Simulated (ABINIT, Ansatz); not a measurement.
Records of electronic-structure calculations.

```
La2O3 (P-3m1): G0W0 with ABINIT, start to end
1.0
     3.93078    0.00000    0.00000
    -1.96539    3.40415    0.00000
     0.00000    0.00000    6.11195
La O
2 3
Direct
  0.66667 0.33333 0.75376
  0.33333 0.66667 0.24624
  0.66667 0.33333 0.35411
  0.33333 0.66667 0.64589
  0.00000 0.00000 0.00000
# method: RPA screening on PBE, plane waves, norm-conserving pseudopotentials (and 2 further levels or steps)
# program: ABINIT 10.8.3
# settings: cutoff 50 Ha, PseudoDojo scalar-relativistic 0.4.1 standard, norm-conserving, ngkpt (3, 3, 2), nband 429, ecuteps 10 Ha, inclvkb 2, shiftk (0, 0, 0), symchi 1, awtr 1, frequency ppm, 3×3×2 k-mesh
# notes: The program’s warnings: nproc spkpt=  >= nkpt= * nsppol=. The cell and positions are those that the Materials Project relaxed with its own functionals (PBE, PBE+U or r2SCAN), kept fixed. Limits: no spin-orbit coupling. Local fields lower the RPA ε∞ on this mesh from 4.96 to 4.55; a Γ-centred mesh this coarse tends to raise both, most where the direct gap is narrow, while a short band sum lowers them. The 3×3×2 mesh is coarse for this cell, which bears on the long-range parts of exchange and screening.
# PBE gap: 3.85 eV, indirect
# G0W0 gap on the mesh: 5.15 eV
# G0W0 gap over the zone (rigid shift): 5.05 eV
# GW settings: 3×3×2 mesh, 429 bands, screening to 272.1 eV, Godby-Needs plasmon pole
# known limits: short of the basis limit; no spin-orbit coupling; coarse k mesh
```

[Long decimals in the printed logs are rounded to 6 places.]

[Logs are printed without paths, hosts, clocks, repeated set-up lines and the standing remarks that a program may print on its own settings, such as how far it seeks lower states.]

[Paths, hosts, dates, memory and timing lines, banners, echoed tables and standing remarks are left out of the program output; an Ansatz launch command may be rebuilt from the run's recorded settings. Measured values are a selection of at most five: reports struck by readers or far from the other reports are left out. None is set beside runs whose start may be inverted or whose files or cutoffs have a known fault.]

[Runs of the session that timed out or met a known fault of the program may be left out.]

[Hosts, paths, dates, database ids (printed as entryN), source tags and the programs' standing remarks are cut or masked in the printed files.]

[G0W0 gaps are taken among the corrected bands and points alone; a level outside them can change the order at an edge.]

[Where Ansatz stands beside ABINIT at settings called matched, ABINIT's density can come from a denser mesh and the files from another edition; pairs whose starting gaps differed by over 0.03 eV were left out, so agreement reads better than it is.]
